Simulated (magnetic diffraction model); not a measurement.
# Which magnetic order? Tl2Zn2NiCl8

Space group C2/m (no. 12), a = 11.1210 Å, b = 6.4100 Å, c = 9.4190 Å, β = 108.78°.

| site | atom | x | y | z |
| --- | --- | --- | --- | --- |
| 4i | Tl | 0.6036 | 0 | 0.8409 |
| 4i | Zn | 0.8703 | 0 | 0.6027 |
| 2a | Ni | 0 | 0 | 0 |
| 8j | Cl | 0.6323 | 0.7321 | 0.1305 |
| 4i | Cl | 0.6512 | 0 | 0.4949 |
| 4i | Cl | 0.5857 | 1/2 | 0.6988 |

This is a made-up structure (elements placed in a structure type, unrelaxed), so the numbers test the method and describe no known phase.

Only Ni is taken to order (form factors of Ni2+); orders and moment sizes are assumed, and not adapted to the symmetry. Radiation: neutrons of λ = 1.909 Å, 3° to 40°; isotropic B of 0.52 Å² (Tl), 0.65 Å² (Zn), 0.55 Å² (Ni) and 0.87 Å² (Cl). Simulated constant-wavelength pattern: nuclear and magnetic terms add, the magnetic one as |2.695 fm × Σ f S⊥ exp(2πi Q·r) exp(−B s²)|², summed over all Q at one angle with the factor 1/(sin²θ cos θ). For collinear order S is the moment m, which repeats by lattice and centring translations R with the sign exp(−2πi k·R). Free-ion form factors, Sears's scattering lengths of 1992, no absorption; a label names one of the reflections at its angle. The strongest nuclear line in the range is 100, and lines under 0.2 are left out.

Above the ordering temperature:

```csv
2θ (°),index,I
12.29,(0 0 1),16.1
20.08,(1 1 0),13.5
20.56,(2 0 -1),15.9
20.89,(2 0 0),7.7
21.75,(1 1 -1),9.0
24.72,(0 0 2),1.6
25.34,(1 1 1),0.2
26.80,(2 0 -2),6.2
27.58,(2 0 1),2.1
29.24,(1 1 -2),1.4
34.65,(0 2 0),25.1
34.66,(1 1 2),9.8
36.13,(3 1 0),14.0
36.58,(2 0 -3),59.1
36.90,(0 2 1),43.1
37.46,(0 0 3),17.2
37.57,(2 0 2),8.5
37.72,(3 1 -2),57.0
39.60,(1 1 -3),100.0
```

Below it (cell unchanged):

```csv
2θ (°),I
12.29,18.2
20.08,13.9
20.56,16.6
20.89,8.4
21.75,9.5
24.72,2.0
25.34,0.7
26.80,6.5
27.58,2.4
29.24,1.8
34.65,25.1
34.66,10.1
34.69,0.5
36.13,14.3
36.58,59.3
36.90,43.1
37.46,17.4
37.57,8.7
37.72,57.2
39.60,100.2
```

**Question.** Find the propagation vector, then choose among these models:
A. collinear moments along [010], 1.63 μB on Ni
B. collinear moments along [001], 1.63 μB on Ni
C. collinear moments along [110], 1.63 μB on Ni

No line moves, and magnetic intensity falls on nuclear lines such as the one at 12.29°, so the magnetic cell equals the chemical primitive cell: k = 0.

Magnetic intensity, observed (below minus above) and for each model:

| 2θ (°) | index | observed | A | B | C |
| --- | --- | --- | --- | --- | --- |
| 12.29 | (0 0 1) | 2.2 | 2.2 | 0.2 | 2.2 |
| 20.08 | (1 1 0) | 0.4 | 0.4 | 1.5 | 1.0 |
| 20.56 | (2 0 -1) | 0.7 | 0.7 | 0.5 | 0.2 |
| 20.89 | (2 0 0) | 0.7 | 0.7 | 0.7 | 0.2 |
| 21.75 | (1 1 -1) | 0.5 | 0.5 | 0.9 | 0.9 |
| 25.34 | (1 1 1) | 0.5 | 0.5 | 0.7 | 0.7 |
| 29.24 | (1 1 -2) | 0.4 | 0.4 | 0.2 | 0.5 |

Model A matches.

The structure used: k = (0 0 0), collinear moments along [010], 1.63 μB on Ni.

[Logs are printed without paths, hosts, clocks, repeated set-up lines and the standing remarks that a program may print on its own settings, such as how far it seeks lower states.]
